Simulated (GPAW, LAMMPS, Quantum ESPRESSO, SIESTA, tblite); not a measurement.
## Codes compared on amorphous 37Ga2O3-63Al2O3 (mol %) (135 atoms)

How near do other programs and methods come to a plane-wave reference for amorphous 37Ga2O3-63Al2O3 (mol %) (135 atoms)? A plane-wave run serves as the reference.

Main program and level: Quantum ESPRESSO 7.5; Kohn-Sham DFT, PBE, SSSP efficiency 1.3.0 pseudopotentials, plane waves.

### 1. Starting point

The cell holds 135 atoms: 20 Ga, 34 Al and 81 O. Cell: a = 11.105 Å, b = 11.105 Å, c = 11.105 Å, α = 90.0°, β = 90.0°, γ = 90.0°. 135 atoms (20 Fe, 34 Al, 81 O) placed at random at 3.55 g/cm³, melted at 5000 K for 10 ps at fixed volume with the Morse and Coulomb pair potential with partial charges (Pedone, Malavasi, Menziani, Cormack and Segre, J. Phys. Chem. B 110, 11780 (2006)). Quenched from 5000 K to 300 K at 50 K/ps and fixed volume, held 10 ps at zero pressure, then minimised at fixed cell. Then Fe was replaced by Ga and the cell scaled by 1.006 (the potential has no terms for the new elements, so the cell is a start for a DFT relaxation).

### 2. Plane-wave reference

pw.in

```
&control
  calculation = 'scf'
  pseudo_dir = './pseudo'
  outdir = './tmp'
  disk_io = 'none'
  tprnfor = .true.
  tstress = .true.
/
&system
  ibrav = 0
  nat = 135
  ntyp = 3
  ecutwfc = 70
  ecutrho = 560
  nosym = .true.
  occupations = 'smearing'
  smearing = 'fd'
  degauss = 0.003675
/
&electrons
  conv_thr = 6.7e-07
  electron_maxstep = 100
  mixing_beta = 0.4
  mixing_mode = 'plain'
  diagonalization = 'david'
/
ATOMIC_SPECIES
Ga 69.723 Ga.upf
Al 26.982 Al.upf
O 15.999 O.upf
CELL_PARAMETERS angstrom
11.10507 0.00000 0.00000
0.00000 11.10507 0.00000
0.00000 0.00000 11.10507
ATOMIC_POSITIONS crystal
Ga 0.97498 0.55110 0.08886
Ga 0.22520 0.90361 0.93993
Ga 0.58445 0.89603 0.41209
Ga 0.30545 0.20283 0.26773
Ga 0.28813 0.49152 0.68771
Ga 0.40896 0.52464 0.98095
Ga 0.96225 0.67983 0.57488
Ga 0.16494 0.09667 0.73486
Ga 0.86211 0.41379 0.91314
Ga 0.07986 0.00672 0.28070
Ga 0.99518 0.81662 0.04862
Ga 0.45138 0.55130 0.28405
[... 119 atom lines left out ...]
O 0.31546 0.85053 0.09188
O 0.53716 0.44289 0.90648
O 0.23509 0.43912 0.52250
O 0.98668 0.94013 0.92006
K_POINTS gamma
```

Launch:

```sh
OMP_NUM_THREADS=1 mpirun -np 4 pw.x -in pw.in > output.txt
```

What it wrote:

```text
Program PWSCF
     gamma-point specific algorithms are used
     one sub-group per band group will be used
     scalapack distributed-memory algorithm (size of sub-group:  2*  2 procs)
     Parallelization info
     sticks:   dense  smooth     PW     G-vecs:    dense   smooth      PW
     Min        4898    2445    611               516954   182666   22844
     Max        4903    2448    614               516958   182674   22850
     Sum       19601    9785   2449              2067823   730679   91383
     bravais-lattice index     =            0
     lattice parameter (alat)  =      20.9855  a.u.
     unit-cell volume          =    9241.8838 (a.u.)^3
     number of atoms/cell      =          135
     number of atomic types    =            3
[... lines left out ...]
     scf convergence threshold =      6.7E-07
[... lines left out ...]
     number of k points=     1  Fermi-Dirac smearing, width (Ry)=  0.0037
[... lines left out ...]
     total energy              =  -10277.13549005 Ry
[... lines left out ...]
     total energy              =  -10286.06395211 Ry
[... lines left out ...]
     total energy              =  -10288.06427406 Ry
[... lines left out ...]
     c_bands:  2 eigenvalues not converged
[... lines left out ...]
     total energy              =  -10288.10673435 Ry
[... lines left out ...]
     total energy              =  -10288.10673490 Ry
[... lines left out ...]
   -11.5280 -11.4667 -11.4232 -11.3391 -11.3177 -11.2676 -11.2453 -11.1795
   -11.1310 -11.1289 -11.1020 -11.0611 -10.9802 -10.9719 -10.9497 -10.8951
[...]
15.8921  15.9727  16.0021  16.0291  16.0690  16.0782  16.1350  16.1760
    16.2397  16.2795  16.3383  16.4007  16.4288  16.4479  16.4839  16.5504
    16.5753  16.6598  16.7026  16.7365  16.7486
     the Fermi energy is     8.5046 ev
!    total energy              =  -10288.10673718 Ry
     total all-electron energy =   -106476.852801 Ry
     estimated scf accuracy    <       0.00000047 Ry
     smearing contrib. (-TS)   =      -0.00000000 Ry
     internal energy E=F+TS    =  -10288.10673718 Ry
     The total energy is F=E-TS. E is the sum of the following terms:
     one-electron contribution =   -3219.55476450 Ry
     hartree contribution      =    2336.04138998 Ry
     xc contribution           =   -1473.69849056 Ry
     ewald contribution        =   -3741.23794557 Ry
     one-center paw contrib.   =   -4189.65692652 Ry
     convergence has been achieved in  15 iterations
     Forces acting on atoms (cartesian axes, Ry/au):
     atom    1 type  1   force =    -0.00272762   -0.02962564    0.00498184
     atom    2 type  1   force =    -0.00407528    0.01557311   -0.00818233
     atom    3 type  1   force =     0.00727668   -0.00730702    0.00481370
[...]
atom  134 type  3   force =     0.01936434   -0.00001592    0.02843714
     atom  135 type  3   force =    -0.00367103   -0.02186855   -0.00640462
     Total force =     0.498350     Total SCF correction =     0.000990
     Computing stress (Cartesian axis) and pressure
          total   stress  (Ry/bohr**3)                   (kbar)     P=       72.88
   0.00036059   0.00001180   0.00002098           53.04        1.74        3.09
   0.00001180   0.00055285   0.00001545            1.74       81.33        2.27
   0.00002098   0.00001545   0.00057280            3.09        2.27       84.26
     Message from routine punch:
     Nothing written, as per user request (disk_io='none')
```

The job ended after 15 min (4 MPI ranks of Arm Neoverse V2, shared host; peak memory 6.7 GiB).

Banners, paths, timers and routine set-up lines are dropped from the logs unmarked, and long logs keep their key lines alone; longer cuts are marked.

Numbers from this run:

| Item | Value |
| --- | --- |
| r.m.s. force component | 0.6367 eV/Å |
| longest force | 2.732 eV/Å |
| pressure | 7.288 GPa |
| gap (highest filled to lowest empty level) | 2.19 eV |

### 3. What was run beside it

The programs:
- GPAW 26.7.0: PAW with atomic orbitals (LCAO), plane waves or a real-space grid of spacing h.
- Quantum ESPRESSO 7.5: plane waves; labels (QE) give functional, pseudopotential set and cutoffs of waves/density.
- SIESTA 5.4.2: numerical atomic orbitals, whose automatically made sets are far from complete, with PseudoDojo norm-conserving potentials that we converted to its format (checked against plane waves on the same files for H, C, O, Si, Ge and Ca alone); labels give functional, basis size, energy shift and mesh cutoff.
- tblite 0.8.0: extended tight binding, driven from Python.

All use the same cell and atoms; the electronic-structure runs use the same k-mesh, and an electronic temperature of 580 K (0.05 eV) where levels are smeared.

Differences are against the plane-wave reference, forces as r.m.s. over components; share is that over the reference's r.m.s. force, slope the least-squares factor from reference forces to these. Total energies of different programs have different zeros and aren't compared.

| run | Δ force, r.m.s. (meV/Å) | share (%) | slope | Δ pressure (GPa) | Δ gap (eV) | cores | CPU time | memory (GiB) |
| --- | --- | --- | --- | --- | --- | --- | --- | --- |
| reference | - | - | - | - | - | 4 | 62 min | 6.7 |
| GPAW PBE, LCAO dzp, h 0.15 Å | 244 | 38.4 | 0.965 | - | -0.127 | 4 | 19 min | 6.0 |
| GPAW PBE, LCAO dzp, h 0.18 Å | 247 | 38.8 | 0.964 | - | -0.132 | 2 | 9.7 min | 2.9 |
| GPAW PBE, LCAO szp(dzp), h 0.18 Å (coarse) | 278 | 43.6 | 0.902 | - | -0.237 | 1 | 6 min | 2.3 |
| GPAW PBE, grid h 0.18 Å | 141 | 22.2 | 0.941 | - | -0.0162 | 4 | 26 min | 4.9 |
| QE PBE+D3(BJ), sssp-1.3.0-efficiency, 70/560 Ry | 3.97 | 0.623 | 0.999 | -3.27 | 0 | 4 | 61 min | 6.7 |
| QE PBE, sg15-1.2, 60/240 Ry (coarse) | 67.9 | 10.7 | 0.925 | -18.0 | 0.0219 | 4 | 32 min | 3.2 |
| SIESTA LDA, DZP, shift 0.01 Ry, mesh 500 Ry | 83.6 | 13.1 | 1.007 | -9.58 | -0.168 | 4 | 17 min | 4.2 |
| SIESTA PBE, DZ, shift 0.01 Ry, mesh 500 Ry (coarse) | 376 | 59.1 | 1.356 | 6.92 | -0.185 | 2 | 5.3 min | 2.2 |
| SIESTA PBE, DZP, shift 0.001 Ry, mesh 500 Ry | 109 | 17.1 | 0.983 | 2.43 | -0.136 | 4 | 75 min | 7.7 |
| SIESTA PBE, DZP, shift 0.01 Ry, mesh 500 Ry | 109 | 17.1 | 1.040 | 2.38 | -0.103 | 4 | 17 min | 4.2 |
| SIESTA PBE, SZ, shift 0.01 Ry, mesh 500 Ry (coarse) | 459 | 72.1 | 1.395 | 12.5 | -0.519 | 1 | 3.2 min | 1.5 |
| tblite GFN1-xTB | 331 | 52.0 | 0.800 | 13.9 | - | 1 | 15 s | 0.18 |

Rows marked coarse were listed beforehand as settings not expected to be converged; some can still land near the reference.

CPU time is summed over cores on a shared host, where runs went side by side, so it is rough. Symmetry, cutoffs, thresholds, outputs and thread counts weren't matched or tuned between programs; memory under MPI is the largest rank's times the ranks.

Mean charges by element (e), by run and scheme:

| run | scheme | Ga | Al | O |
| --- | --- | --- | --- | --- |
| SIESTA LDA, DZP, shift 0.01 Ry, mesh 500 Ry | Hirshfeld | +0.49 | +0.29 | -0.24 |
| SIESTA PBE, DZP, shift 0.001 Ry, mesh 500 Ry | Hirshfeld | +0.55 | +0.38 | -0.30 |
| SIESTA PBE, DZP, shift 0.01 Ry, mesh 500 Ry | Hirshfeld | +0.51 | +0.31 | -0.25 |
| tblite GFN1-xTB | Mulliken | +0.44 | +0.55 | -0.34 |

Within one program, basis, potentials and functional, energies share a zero. Each run against its twin at the usual cutoff or grid and solver:

| run | twin | Δ energy (meV/atom) | Δ force, r.m.s. (meV/Å) | CPU time over the twin's |
| --- | --- | --- | --- | --- |
| GPAW PBE, LCAO dzp, h 0.15 Å | LCAO dzp, h 0.18 Å | -67.0 | 32.1 | 2.0 (this twin ran on 2 cores) |

### 4. Summary of results

```yaml
reference_r_m_s_force_component: 0.637 eV/Å
nearest_in_forces: QE PBE+D3(BJ), sssp-1.3.0-efficiency, 70/560 Ry, 0.62 %
farthest_in_forces: SIESTA PBE, SZ, shift 0.01 Ry, mesh 500 Ry (coarse), 72 %
cheapest_electronic_structure_run_beside_the_reference: tblite GFN1-xTB, 15 s of CPU time
```

What this shows: PBE on plane waves or a grid with other potentials, cutoffs or grids, coarse settings apart, differs from the reference by 22 % (GPAW PBE, grid h 0.18 Å) of the r.m.s. force; potentials, valence shells or grid differ, and the table alone doesn't part them. The PBE runs in local orbitals, coarse settings apart, differ by 17 % (SIESTA PBE, DZP, shift 0.001 Ry, mesh 500 Ry) to 39 % (GPAW PBE, LCAO dzp, h 0.18 Å); basis, grid and potentials can all enter. Tight binding differs by 52 % (tblite GFN1-xTB); it is another model, with fitted parameters of its own, and the xTB methods hold dispersion. In the reference's own program, potentials and cutoffs, a change of model alone moves forces by 0.62 % (QE PBE+D3(BJ), sssp-1.3.0-efficiency, 70/560 Ry). Other rows with another functional or a dispersion term differ by 13 % (SIESTA LDA, DZP, shift 0.01 Ry, mesh 500 Ry), which mixes the change of model with differences of basis and potentials. Runs with settings chosen to be coarse differ by 11 % (QE PBE, sg15-1.2, 60/240 Ry) to 72 % (SIESTA PBE, SZ, shift 0.01 Ry, mesh 500 Ry), their programs' other errors included. Of the electronic-structure runs that take under half the reference's CPU time, SIESTA LDA, DZP, shift 0.01 Ry, mesh 500 Ry comes nearest, at 13 % in 17 min against 62 min; its pressure misses by -9.6 GPa. At the same functional, gaps differ from the reference's 2.19 eV by between -0.52 and +0.02 eV. In pressure, QE PBE, sg15-1.2, 60/240 Ry misses by -18.0 GPa, at the same functional; a cutoff this low leaves a large Pulay stress. Charges hang on model, scheme and program or settings: among these rows the mean for Al runs from +0.29 to +0.55 e. In the reference: filled and empty levels are parted by 2.19 eV (on the run's k-points); a semilocal functional tends to put such gaps too low. In a disordered cell it changes from sample to sample, and tail or defect levels can set it. Periodic xTB results under one method name differ between programs and library versions. The potentials hold different valence shells: 848 electrons in the reference, 648 in GPAW and 1120 in Quantum ESPRESSO with SG15; this bears on time and differences. GPAW's setups keep the filled d shell of Ga in the core. The reference's pressure holds the uncorrected Pulay stress of its 70 Ry basis, so small pressure differences, and their order, may be the reference's own error. GPAW's Ga setup keeps the 3d shell in the core. The quench rate of 50 K/ps is many orders above laboratory rates, so the cell is likely richer in defects and strain than a real sample. The network of bonds at the start is that of the classical potential that made the cell, and needn't be the one that DFT or experiment would give. The reference's stress is far from hydrostatic: its diagonal is 5.3, 8.1, 8.4 GPa, compression counted positive. The reference's pressure of 7.3 GPa belongs to a cell and atoms that aren't relaxed at this level. The electronic-structure runs sample only Γ, in a cell whose shortest periodic width is 11 Å.

[Also dropped from logs without a mark: logging warnings of Python, and SIESTA's first energy breakdown and zero terms.]

[Logs are printed without paths, hosts, clocks, repeated set-up lines and the standing remarks that a program may print on its own settings, such as how far it seeks lower states.]

[Hosts, paths, dates, database ids (printed as entryN), source tags and the programs' standing remarks are cut or masked in the printed files.]
